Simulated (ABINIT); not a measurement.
Records of electronic-structure calculations.

```
A GW chain in ABINIT: CdS (Hawleyite)
1.0
     0.00000    2.91650    2.91650
     2.91650    0.00000    2.91650
     2.91650    2.91650    0.00000
Cd S
1 1
Direct
  0.00000 0.00000 0.00000
  0.25000 0.25000 0.25000
# method: RPA screening on PBE with spin-orbit coupling, plane waves, norm-conserving pseudopotentials (and 2 further levels or steps)
# program: ABINIT 10.8.3
# settings: cutoff 47 Ha, PseudoDojo fully relativistic 0.4 standard, norm-conserving, potential set dojo-fr-pbe-0.4-standard, ngkpt (4, 4, 4), nband 246, ecuteps 6.7 Ha, shiftk (0, 0, 0), symchi 1, awtr 1, frequency ppm, 4×4×4 k-mesh
# cost: 5 runs, 35 min in all on 4 MPI ranks of Arm Neoverse V1, shared host
# notes: The program’s warnings: Neglecting <n,k|[Vnl,iqr]|m,k>. The cell and positions come from the Crystallography Open Database and are kept as given unless a step says otherwise. Limits: screening head approximate. The 4×4×4 mesh is coarse for this cell, which bears on the long-range parts of exchange and screening.
# PBE gap: 1.13 eV, direct
# G0W0 gap on the mesh: 2.06 eV
# GW settings: 4×4×4 mesh, 246 bands, screening to 182.3 eV, Godby-Needs plasmon pole
# known limits: short of the basis limit; screening head approximate; coarse k mesh
```

[Long decimals in the printed logs are rounded to 6 places.]

[Logs are printed without paths, hosts, clocks, repeated set-up lines and the standing remarks that a program may print on its own settings, such as how far it seeks lower states.]

[Paths, hosts, dates, memory and timing lines, banners, echoed tables and standing remarks are left out of the program output; an Ansatz launch command may be rebuilt from the run's recorded settings. Measured values are a selection of at most five: reports struck by readers or far from the other reports are left out. None is set beside runs whose start may be inverted or whose files or cutoffs have a known fault.]

[Runs of the session that timed out or met a known fault of the program may be left out.]

[Hosts, paths, dates, database ids (printed as entryN), source tags and the programs' standing remarks are cut or masked in the printed files.]

[G0W0 gaps are taken among the corrected bands and points alone; a level outside them can change the order at an edge.]

[Where Ansatz stands beside ABINIT at settings called matched, ABINIT's density can come from a denser mesh and the files from another edition; pairs whose starting gaps differed by over 0.03 eV were left out, so agreement reads better than it is.]
